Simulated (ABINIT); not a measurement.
# Beyond one shot: LiCaH3 (R-3c)

Wanted: G0W0 and self-consistent gaps of LiCaH3 (R-3c), with the cost of the cycles.

Calculated with ABINIT 10.8.3; LDA and many-body steps on it, plane waves.

## (1) The starting structure

The structure is trigonal, space group R-3c (No. 167). The conventional cell has a = 5.211 Å, b = 5.211 Å, c = 12.427 Å, α = 90.00°, β = 90.00°, γ = 120.00°. Nearest to Li lie 6 H at 1.85 Å. Nearest to Ca lie 9 H at 2.34 to 2.57 Å. H has 2 Li at 1.85 Å and 3 Ca at 2.34 to 2.57 Å and 4 H at 2.57 Å nearest. Farther neighbours are not listed.

The cell and positions are those that the Materials Project relaxed with its own functionals (PBE, PBE+U or r2SCAN), kept fixed.

## (2) Empty states on the mesh, 2×2×2 mesh, 88 bands

This step: ABINIT 10.8.3; DFT, LDA, plane waves, norm-conserving pseudopotentials.

The sums over transitions need many empty states on a uniform mesh; this step solves for them.

File run.abi:

```
acell 3*1.0 Angstrom
rprim 
  2.605565885003 1.504324165098 4.142435874900
  -2.605565885003 1.504324165098 4.142435874900
  -0.000000000000 -3.008648330196 4.142435874900
ntypat 3
znucl 3 20 1
natom 10
typat 1 1 2 2 3 3 3 3 3 3
xred 
  0.000000000000 0.000000000000 0.000000000000
  0.500000000000 0.500000000000 0.500000000000
  0.250000000000 0.250000000000 0.250000000000
  0.750000000000 0.750000000000 0.750000000000
  0.698431000000 0.801569000000 0.250000000000
  0.250000000000 0.698431000000 0.801569000000
  0.801569000000 0.250000000000 0.698431000000
  0.750000000000 0.301569000000 0.198431000000
  0.198431000000 0.750000000000 0.301569000000
  0.301569000000 0.198431000000 0.750000000000
pp_dirpath "pseudos"
pseudos "Li.upf, Ca.upf, H.upf"
ecut 33
ngkpt 2 2 2
nshiftk 1
shiftk 0 0 0
kptopt 1
chksymbreak 0
iscf -2
irdden 1
istwfk *1
nband 88
nbdbuf 8
tolwfr 1e-09
nstep 60
prtvol 0
indata_prefix "in"
outdata_prefix "out"
tmpdata_prefix "tmp"
```

The run is started by

```sh
$ OMP_NUM_THREADS=1 mpirun -n 4 abinit run.abi > log
```

Numbers of over 12 decimals in the logs are rounded to 6 here.

The program printed:

```text
.Version 10.8.3 of ABINIT. v10.8.2 released Aug 2026.

 Symmetries : space group R-3 c (#167); Bravais hR (rhombohedral)
[... echo of the input left out ...]
== DATASET  1 ==================================================================
-   mpi_nproc: 4, omp_nthreads: 1 (-1 if OMP is not activated)

--- !DatasetInfo
iteration_state: {dtset: 1, }
dimensions: {natom: 10, nkpt: 4, mband: 88, nsppol: 1, nspinor: 1, nspden: 1, mpw: 5964, }
cutoff_energies: {ecut:  33.0, pawecutdg:  -1.0, }
[...]
1.25709    1.27504    1.28437    1.28437    1.28563    1.42247    1.42757    1.42757
   1.46980    1.55186    1.55187    1.55666    1.60180    1.60733    1.61079    1.61920
 prteigrs : prtvol=0 or 1, do not print more k-points.

== END DATASET(S) ==============================================================
================================================================================

 -outvars: echo values of variables after computation  --------
            nband          88
             nkpt           4
          spgroup         167
 [... the other variables as echoed above ...]

 Calculation completed.
```

Run time: 32 s. Hardware: 4 MPI ranks of Arm Neoverse N1, shared host; peak memory 0.36 GiB.

This step gave:

| Item | Value |
| --- | --- |
| gap | 2.318 eV |
| k of the valence top | 0.5, 0.5, 0 |
| k of the conduction bottom | 0.5, 0.5, 0 |
| least direct gap | 2.318 eV |
| k points computed | 4 |
| lowest point of the top converged band, above the valence top | 35.83 eV |

On this mesh the gap is 2.318 eV.

The density comes from a self-consistent run that is not shown.

## (3) Screening, 2×2×2 mesh, 80 bands, screening to 106.1 eV

The RPA dielectric matrix is built and inverted for each q.

This step: RPA screening on LDA, plane waves, norm-conserving pseudopotentials.

Edit run.abi of step 2 so:

```diff
@@ -28,10 +28,11 @@
 chksymbreak 0
-iscf -2
-irdden 1
 istwfk *1
-nband 88
-nbdbuf 8
-tolwfr 1e-09
-nstep 60
-prtvol 0
+occopt 1
+irdwfk 1
+optdriver 3
+nband 80
+ecuteps 3.9
+inclvkb 2
+awtr 1
+symchi 1
 indata_prefix "in"
```

The program printed:

```text
.Version 10.8.3 of ABINIT. v10.8.2 released Aug 2026.

 Symmetries : space group R-3 c (#167); Bravais hR (rhombohedral)
[... echo of the input left out ...]
== DATASET  1 ==================================================================
-   mpi_nproc: 4, omp_nthreads: 1 (-1 if OMP is not activated)

--- !DatasetInfo
iteration_state: {dtset: 1, }
dimensions: {natom: 10, nkpt: 4, mband: 80, nsppol: 1, nspinor: 1, nspden: 1, mpw: 5964, }
cutoff_energies: {ecut:  33.0, pawecutdg:  -1.0, }
electrons: {nelect:   3.20000000E+01, charge:   0.00000000E+00, occopt:   1.00000000E+00, tsmear:   1.00000000E-02, }

 SCREENING: Calculation of the susceptibility and dielectric matrices

 Based on a program developped by R.W. Godby, V. Olevano, G. Onida, and L. Reining.
 Incorporated in ABINIT by V. Olevano, G.-M. Rignanese, and M. Torrent.
.Using double precision arithmetic ; gwpc =  8

[... cell and pseudopotentials left out ...]
--------------------------------------------------------------------------------

 ==== K-mesh for the wavefunctions ====
 Number of points in the irreducible wedge :     4
[... list of points left out ...]
 Together with 12 symmetry operations and time-reversal symmetry
 yields     8 points in the full Brillouin Zone.

 ==== Q-mesh for the screening function ====
 Number of points in the irreducible wedge :     4
[... list of points left out ...]
 Together with 12 symmetry operations and time-reversal symmetry
 yields     8 points in the full Brillouin Zone.

 setmesh: FFT mesh size selected  =    36x   36x   36
          total number of points  =        46656

 vcoul_init : cutoff-mode = AUXILIARY_FUNCTION
 q-points for optical limit:   1
     1)      0.000010    0.000020    0.000030

- screening: taking advantage of time-reversal symmetry
- Maximum band index for partially occupied states nbvw = 16
- Remaining bands to be divided among processors   nbcw = 64
- Number of bands treated by each node ~16

 Number of electrons calculated from density =   32.0000; Expected =   32.0000
 average of density, n =  0.048675
 r_s =    1.6990
 omega_plasma =   21.2817 [eV]

 calculating chi0 at frequencies [eV] :
  1    0.000000E+00    0.000000E+00
  2    0.000000E+00    2.128173E+01

--------------------------------------------------------------------------------
  q-point number  1        q = ( 0.000000, 0.000000, 0.000000) [r.l.u.]
--------------------------------------------------------------------------------
[... chi0 elements left out ...]
 For q-point:  0.000010 0.000020 0.000030
  dielectric constant =   5.9462
  dielectric constant without local fields =   6.5774

  Average fulfillment of the sum rule on Im[epsilon] for q-point    1 :     56.31  [%]
[... wings left out ...]
  q-point number  2        q = ( 0.500000, 0.000000, 0.000000) [r.l.u.]
--------------------------------------------------------------------------------
[... chi0 elements left out ...]
  Average fulfillment of the sum rule on Im[epsilon] for q-point    2 :     63.01  [%]

 [... 2 further q-points ...]
```

The job ended after 17 s (4 MPI ranks; peak memory 0.87 GiB).

Numbers from this step:

```
ε∞ with local fields, on this mesh, along the program's q direction : 5.946
the same without local fields                                       : 6.577
plasma frequency                                                    : 21.28 eV
plane waves in the screening matrix                                 : 259
```

Local fields lower ε∞ by 10 %. On a Γ-centred mesh this coarse the value itself is usually too large, while a short band sum pulls it down.

## (4) G0W0

The self-energy is evaluated for the states that the input lists, and the levels follow from it, in one-shot runs by the linearised quasiparticle equation.

This step: G0W0 on LDA, plane waves, norm-conserving pseudopotentials.

Edit run.abi of step 3 so:

```diff
@@ -31,8 +31,17 @@
 irdwfk 1
-optdriver 3
+optdriver 4
 nband 80
+gwcalctyp 0
+ecutsigx 33
+symsigma 1
+nkptgw 2
+kptgw 
+  0.5000000000 0.5000000000 0.0000000000
+  0.0000000000 0.0000000000 0.0000000000
+bdgw 
+  15 18
+  15 18
 ecuteps 3.9
-inclvkb 2
-awtr 1
-symchi 1
+irdscr 1
+ppmodel 1
 indata_prefix "in"
```

The program printed:

```text
.Version 10.8.3 of ABINIT. v10.8.2 released Aug 2026.

 Symmetries : space group R-3 c (#167); Bravais hR (rhombohedral)
[... echo of the input left out ...]
== DATASET  1 ==================================================================
-   mpi_nproc: 4, omp_nthreads: 1 (-1 if OMP is not activated)

--- !DatasetInfo
iteration_state: {dtset: 1, }
dimensions: {natom: 10, nkpt: 4, mband: 80, nsppol: 1, nspinor: 1, nspden: 1, mpw: 5964, }
cutoff_energies: {ecut:  33.0, pawecutdg:  -1.0, }
electrons: {nelect:   3.20000000E+01, charge:   0.00000000E+00, occopt:   1.00000000E+00, tsmear:   1.00000000E-02, }

 SIGMA: Calculation of the GW corrections

 Based on a program developped by R.W. Godby, V. Olevano, G. Onida, and L. Reining.
 Incorporated in ABINIT by V. Olevano, G.-M. Rignanese, and M. Torrent.
.Using double precision arithmetic ; gwpc =  8

[... cell and pseudopotentials left out ...]
--------------------------------------------------------------------------------

 ==== K-mesh for the wavefunctions ====
 Number of points in the irreducible wedge :     4
[... list of points left out ...]
 Together with 12 symmetry operations and time-reversal symmetry
 yields     8 points in the full Brillouin Zone.

 ==== Q-mesh for screening function ====
 Number of points in the irreducible wedge :     4
[... list of points left out ...]
 Together with 12 symmetry operations and time-reversal symmetry
 yields     8 points in the full Brillouin Zone.

 vcoul_init : cutoff-mode = AUXILIARY_FUNCTION
 q-points for optical limit:   1
     1)      0.000010    0.000020    0.000030
 setmesh: FFT mesh size selected  =    54x   54x   54
          total number of points  =       157464

 Number of electrons calculated from density =   32.0000; Expected =   32.0000
 average of density, n =  0.048675
 r_s =    1.6990
 omega_plasma =   21.2817 [eV]

 === KS Band Gaps ===
  >>>> For spin  1
   Minimum direct gap =   2.3178 [eV], located at k-point      :   0.5000  0.5000  0.0000
   Fundamental gap    =   2.3178 [eV], Top of valence bands at :   0.5000  0.5000  0.0000
                                       Bottom of conduction at :   0.5000  0.5000  0.0000
 SIGMA fundamental parameters:
 PLASMON POLE MODEL  1
 number of plane-waves for SigmaX                 5925
 number of plane-waves for SigmaC and W            259
 number of plane-waves for wavefunctions          5925
 number of bands                                    80
 number of independent spin polarizations            1
 number of spinorial components                      1
 number of k-points in IBZ                           4
 number of q-points in IBZ                           4
 number of symmetry operations                      12
 number of k-points in BZ                            8
 number of q-points in BZ                            8
 number of frequencies for dSigma/dE                 9
 frequency step for dSigma/dE [eV]                0.25
 number of omega for Sigma on real axis              0
 max omega for Sigma on real axis  [eV]           0.00
 zcut for avoiding poles [eV]                     0.10

 EPSILON^-1 parameters (SCR file):
 dimension of the eps^-1 matrix on file            259
 dimension of the eps^-1 matrix used               259
 number of plane-waves for wavefunctions          5925
 number of bands                                    80
 number of q-points in IBZ                           4
 number of frequencies                               2
 number of real frequencies                          1
 number of imag frequencies                          1

 matrix elements of self-energy operator (all in [eV])

 Perturbative Calculation

--- !SelfEnergy_ee
iteration_state: {dtset: 1, }
kpoint     : [   0.500,    0.500,    0.000, ]
spin       : 1
KS_gap     :    2.318
QP_gap     :    3.743
Delta_QP_KS:    1.425
data: !SigmaeeData |
     Band     E0 <VxcDFT>   SigX SigC(E0)      Z dSigC/dE  Sig(E)    E-E0       E
       15   0.417 -10.800 -14.133   2.652   0.769  -0.301 -11.324  -0.524  -0.107
       16   3.015 -11.266 -13.145   1.661   0.789  -0.268 -11.437  -0.171   2.844
       17   5.333 -10.738  -5.963  -3.219   0.805  -0.242  -9.484   1.254   6.587
       18   5.777 -12.388  -6.113  -3.831   0.799  -0.252 -10.435   1.953   7.729

--- !SelfEnergy_ee
iteration_state: {dtset: 1, }
kpoint     : [   0.000,    0.000,    0.000, ]
spin       : 1
KS_gap     :    5.021
QP_gap     :    6.548
Delta_QP_KS:    1.526
data: !SigmaeeData |
     Band     E0 <VxcDFT>   SigX SigC(E0)      Z dSigC/dE  Sig(E)    E-E0       E
       15   2.163 -11.285 -13.383   1.864   0.784  -0.276 -11.468  -0.184   1.980
       16   2.163 -11.285 -13.383   1.864   0.784  -0.276 -11.468  -0.184   1.980
       17   7.185 -10.911  -5.517  -3.714   0.800  -0.251  -9.568   1.343   8.527
       18   7.185 -10.911  -5.517  -3.714   0.800  -0.251  -9.568   1.343   8.527

== END DATASET(S) ==============================================================
================================================================================

 -outvars: echo values of variables after computation  --------
           etotal      0.0000000000E+00
            nband          80
             nkpt           4
          spgroup         167
 [... the other variables as echoed above ...]

 Calculation completed.
```

Wall time 9.3 s (4 MPI ranks); peak memory 0.69 GiB.

This step gave:

```yaml
g0w0_gap_on_the_points_computed: 3.743 eV
starting_gap_on_the_mesh: 2.318 eV
k_of_the_valence_top: 0.5, 0.5, 0
k_of_the_conduction_bottom: 0.5, 0.5, 0
z_at_the_valence_top: 0.789
z_at_the_conduction_bottom: 0.805
least_direct_g0w0_gap_on_the_computed_points: 3.743 eV
```

The gap on the mesh goes from 2.32 eV to 3.74 eV, a correction of +1.43 eV.

## (5) evGW0, cycle 1

This step: evGW0 on LDA, plane waves, norm-conserving pseudopotentials.

Edit run.abi of step 4 so:

```diff
@@ -33,12 +33,16 @@
 nband 80
-gwcalctyp 0
+gwcalctyp 10
 ecutsigx 33
 symsigma 1
-nkptgw 2
+nkptgw 4
 kptgw 
+  0.0000000000 0.0000000000 0.0000000000
+  0.5000000000 0.0000000000 0.0000000000
   0.5000000000 0.5000000000 0.0000000000
-  0.0000000000 0.0000000000 0.0000000000
+  0.5000000000 0.5000000000 0.5000000000
 bdgw 
-  15 18
-  15 18
+  11 22
+  11 22
+  11 22
+  11 22
 ecuteps 3.9
```

The program printed:

```text
.Version 10.8.3 of ABINIT. v10.8.2 released Aug 2026.

 Symmetries : space group R-3 c (#167); Bravais hR (rhombohedral)
[... echo of the input left out ...]
== DATASET  1 ==================================================================
-   mpi_nproc: 4, omp_nthreads: 1 (-1 if OMP is not activated)

--- !DatasetInfo
iteration_state: {dtset: 1, }
dimensions: {natom: 10, nkpt: 4, mband: 80, nsppol: 1, nspinor: 1, nspden: 1, mpw: 5964, }
cutoff_energies: {ecut:  33.0, pawecutdg:  -1.0, }
electrons: {nelect:   3.20000000E+01, charge:   0.00000000E+00, occopt:   1.00000000E+00, tsmear:   1.00000000E-02, }

 SIGMA: Calculation of the GW corrections

 Based on a program developped by R.W. Godby, V. Olevano, G. Onida, and L. Reining.
 Incorporated in ABINIT by V. Olevano, G.-M. Rignanese, and M. Torrent.
.Using double precision arithmetic ; gwpc =  8

[... cell and pseudopotentials left out ...]
--------------------------------------------------------------------------------

 ==== K-mesh for the wavefunctions ====
 Number of points in the irreducible wedge :     4
[... list of points left out ...]
 Together with 12 symmetry operations and time-reversal symmetry
 yields     8 points in the full Brillouin Zone.

 ==== Q-mesh for screening function ====
 Number of points in the irreducible wedge :     4
[... list of points left out ...]
 Together with 12 symmetry operations and time-reversal symmetry
 yields     8 points in the full Brillouin Zone.

 vcoul_init : cutoff-mode = AUXILIARY_FUNCTION
 q-points for optical limit:   1
     1)      0.000010    0.000020    0.000030
 setmesh: FFT mesh size selected  =    54x   54x   54
          total number of points  =       157464

 Number of electrons calculated from density =   32.0000; Expected =   32.0000
[...]
--- !SelfEnergy_ee
iteration_state: {dtset: 1, }
kpoint     : [   0.500,    0.500,    0.000, ]
spin       : 1
KS_gap     :    2.318
QP_gap     :    3.743
Delta_QP_KS:    1.425
data: !SigmaeeData |
     Band     E_DFT   <VxcDFT>   E(N-1)  <Hhartree>   SigX  SigC[E(N-1)]    Z     dSigC/dE  Sig[E(N)]  DeltaE  E(N)_pert E(N)_diago
[...]
--- !SelfEnergy_ee
iteration_state: {dtset: 1, }
kpoint     : [   0.500,    0.500,    0.500, ]
spin       : 1
KS_gap     :    5.021
QP_gap     :    7.029
Delta_QP_KS:    2.008
data: !SigmaeeData |
     Band     E_DFT   <VxcDFT>   E(N-1)  <Hhartree>   SigX  SigC[E(N-1)]    Z     dSigC/dE  Sig[E(N)]  DeltaE  E(N)_pert E(N)_diago
[...]
21     6.869   -12.903     6.869    19.772    -6.320    -3.992     0.794    -0.259   -10.846     2.058     8.926     9.460
       22     6.869   -12.903     6.869    19.772    -6.320    -3.992     0.794    -0.259   -10.846     2.058     8.926     9.460

 New Fermi energy :        1.780206E-01 Ha ,    4.844188E+00 eV

 === QP Band Gaps ===
  >>>> For spin  1
   Minimum direct gap =   4.0916 [eV], located at k-point      :   0.5000  0.5000  0.0000
   Fundamental gap    =   4.0916 [eV], Top of valence bands at :   0.5000  0.5000  0.0000
                                       Bottom of conduction at :   0.5000  0.5000  0.0000

 writing QP data on file : out_QPS

 Convergence of QP corrections
 >>>>> For spin  1 <<<<<
.  kptgw no:  1; Maximum DeltaE = (  -0.400   0.000) for band index: 12
.  kptgw no:  2; Maximum DeltaE = (  -0.625   0.000) for band index: 12
.  kptgw no:  3; Maximum DeltaE = (  -0.678   0.000) for band index: 12
.  kptgw no:  4; Maximum DeltaE = (   2.286  -0.000) for band index:  9

== END DATASET(S) ==============================================================
================================================================================

 -outvars: echo values of variables after computation  --------
           etotal      0.0000000000E+00
            nband          80
             nkpt           4
          spgroup         167
 [... the other variables as echoed above ...]

 Calculation completed.
```

Run time: 38 s. Hardware: 4 MPI ranks; peak memory 1.2 GiB; 2.5 min of CPU time.

Numbers from this step:

* quasiparticle gap on the mesh: 4.092 eV
* gap of the density functional on the mesh: 2.318 eV
* k of the valence top: 0.5, 0.5, 0
* k of the conduction bottom: 0.5, 0.5, 0
* Z at the valence top: 0.789
* Z at the conduction bottom: 0.805
* least direct quasiparticle gap on the computed points: 4.092 eV

Against G0W0 in ABINIT (2×2×2 mesh, 80 bands, screening to 106.1 eV, Godby-Needs plasmon pole), the gap moves by +0.349 eV. This first cycle still uses the starting levels; it takes the full correction, at all points of the mesh, and its linearised value is 3.743 eV.

## (6) evGW0, cycle 2

The corrected levels of the last cycle go back in.

Edit run.abi of step 5 so:

```diff
@@ -50,2 +50,3 @@
 ppmodel 1
+irdqps 1
 indata_prefix "in"
```

The program printed:

```text
.Version 10.8.3 of ABINIT. v10.8.2 released Aug 2026.

 Symmetries : space group R-3 c (#167); Bravais hR (rhombohedral)
[... echo of the input left out ...]
== DATASET  1 ==================================================================
-   mpi_nproc: 4, omp_nthreads: 1 (-1 if OMP is not activated)

--- !DatasetInfo
iteration_state: {dtset: 1, }
dimensions: {natom: 10, nkpt: 4, mband: 80, nsppol: 1, nspinor: 1, nspden: 1, mpw: 5964, }
cutoff_energies: {ecut:  33.0, pawecutdg:  -1.0, }
[...]
.  kptgw no:  2; Maximum DeltaE = (   0.076   0.001) for band index: 11
.  kptgw no:  3; Maximum DeltaE = (   0.089  -0.000) for band index: 11
.  kptgw no:  4; Maximum DeltaE = (  -0.280   0.000) for band index: 10

== END DATASET(S) ==============================================================
================================================================================

 -outvars: echo values of variables after computation  --------
           etotal      0.0000000000E+00
            nband          80
             nkpt           4
          spgroup         167
 [... the other variables as echoed above ...]

 Calculation completed.
```

It took 38 s on 4 MPI ranks; peak memory 1.2 GiB; 2.5 min of CPU time.

Numbers from this step:

```yaml
quasiparticle_gap_on_the_mesh: 3.930 eV
gap_of_the_density_functional_on_the_mesh: 2.318 eV
k_of_the_valence_top: 0.5, 0.5, 0
k_of_the_conduction_bottom: 0.5, 0.5, 0
least_direct_quasiparticle_gap_on_the_computed_points: 3.930 eV
```

Against the cycle before, the gap moves by −0.162 eV.

[end of part 1 of 3]

[Paths, hosts, dates, memory and timing lines, banners, echoed tables and standing remarks are left out of the program output.]

[Logs are printed without paths, hosts, clocks, repeated set-up lines and the standing remarks that a program may print on its own settings, such as how far it seeks lower states.]

[Runs of the session that timed out or met a known fault of the program may be left out.]

[Hosts, paths, dates, database ids (printed as entryN), source tags and the programs' standing remarks are cut or masked in the printed files.]

[G0W0 gaps are taken among the corrected bands and points alone; a level outside them can change the order at an edge.]

[Where Ansatz stands beside ABINIT at settings called matched, ABINIT's density can come from a denser mesh and the files from another edition; pairs whose starting gaps differed by over 0.03 eV were left out, so agreement reads better than it is.]
